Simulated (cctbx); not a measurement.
# Accept or mend?

Cell a = 13.1690 Å, b = 13.1690 Å, c = 9.2090 Å, α = 90.00°, β = 90.00°, γ = 90.00°; space group I4/m (no. 87).

The data are simulated with cctbx, not measured: Cu Kα, λ = 1.54184 Å, to d = 0.8 Å, 80 % of the full sphere, strongest reflection 40000 counts, noise from counting, a 3 % proportional error and a noise floor of 8 counts (s.d.); no absorption.

An anisotropic refinement with weights 1/σ² prints:

```text
Rint 0.031, 867 unique reflections to 0.80 A
cycle     R1     wR2    GooF  max shift (A)
   1  0.0423  0.1008   3.846   0.00344
   2  0.0137  0.0313   1.193   0.00000
final R1 0.0137 wR2 0.0313 GooF 1.193  parameters 25  data/parameter 34.7
atom        x        y        z      Ueq    occ   su(xyz)  su(Uiso or U11)
I1     0.00000  0.00000  0.50000   0.0215  1.000  0.00000  0.0002
I2     0.29161  0.40459  0.73458   0.0193  1.000  0.00002  0.0001
Cs1    0.09800  0.34832  0.50000   0.0244  1.000  0.00002  0.0002
I3     0.00000  0.00000  0.00000   0.0168  1.000  0.00000  0.0002
V1     0.01674  0.29589  0.00000   0.0278  1.000  0.00007  0.0004
difference map: max 1.46 min -0.73 rms 0.15
Q1    0.0000  0.0000  0.5000    2    1.51  0.00 A from I1
Q2    0.0879  0.7956  0.2788   16    0.56  0.42 A from I2
Q3    0.1345  0.2782  0.0000    8    0.54  1.57 A from V1
Q4    0.0897  0.7601  0.2067   16    0.47  0.49 A from I2
Q5    0.0710  0.7218  0.5000    8    0.47  2.41 A from Cs1
Q6    0.0790  0.1717  0.1045   16    0.46  2.07 A from V1
```

**Question.** Can this result stand? If not, what is the likely fault?

Mend it. The fault: elements exchanged: Cs1 is I and I1 is Cs. Against the right model at the same level, R1 goes from 0.0116 to 0.0137 and GooF from 0.95 to 1.19. Cs1 has 2 electrons too many and its U swells to shed them, as expected (near an absorption edge f′ can widen the mismatch well beyond the difference in Z); I1 has 2 electrons too few and its U shrinks to make up, as expected (near an absorption edge f′ can widen the mismatch well beyond the difference in Z). The signs are weak, and the output alone doesn't single this fault out.

The compound is CsV4I13. The right model at the same level gives:

```text
Rint 0.031, 867 unique reflections to 0.80 A
cycle     R1     wR2    GooF  max shift (A)
   1  0.0372  0.0910   3.472   0.00397
   2  0.0116  0.0249   0.948   0.00000
final R1 0.0116 wR2 0.0249 GooF 0.948  parameters 25  data/parameter 34.7
atom        x        y        z      Ueq    occ   su(xyz)  su(Uiso or U11)
Cs1    0.00000  0.00000  0.50000   0.0238  1.000  0.00000  0.0001
I1     0.29160  0.40459  0.73459   0.0197  1.000  0.00002  0.0001
I2     0.09799  0.34831  0.50000   0.0230  1.000  0.00002  0.0001
I3     0.00000  0.00000  0.00000   0.0172  1.000  0.00000  0.0001
V1     0.01671  0.29592  0.00000   0.0283  1.000  0.00006  0.0003
difference map: max 0.80 min -0.66 rms 0.13
Q1    0.0000  0.0000  0.3812    4    0.81  1.09 A from Cs1
Q2    0.0000  0.0000  0.5000    2    0.54  0.00 A from Cs1
Q3    0.1337  0.2772  0.0000    8    0.51  1.56 A from V1
Q4    0.0716  0.7204  0.5000    8    0.49  2.41 A from I2
Q5    0.0802  0.1709  0.1040   16    0.44  2.08 A from V1
Q6    0.1592  0.2180  0.1075   16    0.43  2.10 A from I1
```

This is a model crystal, built by substitution and not relaxed, with assumed displacement parameters.

[Middle refinement cycles are left out of these outputs.]

[Logs are printed without paths, hosts, clocks, repeated set-up lines and the standing remarks that a program may print on its own settings, such as how far it seeks lower states.]
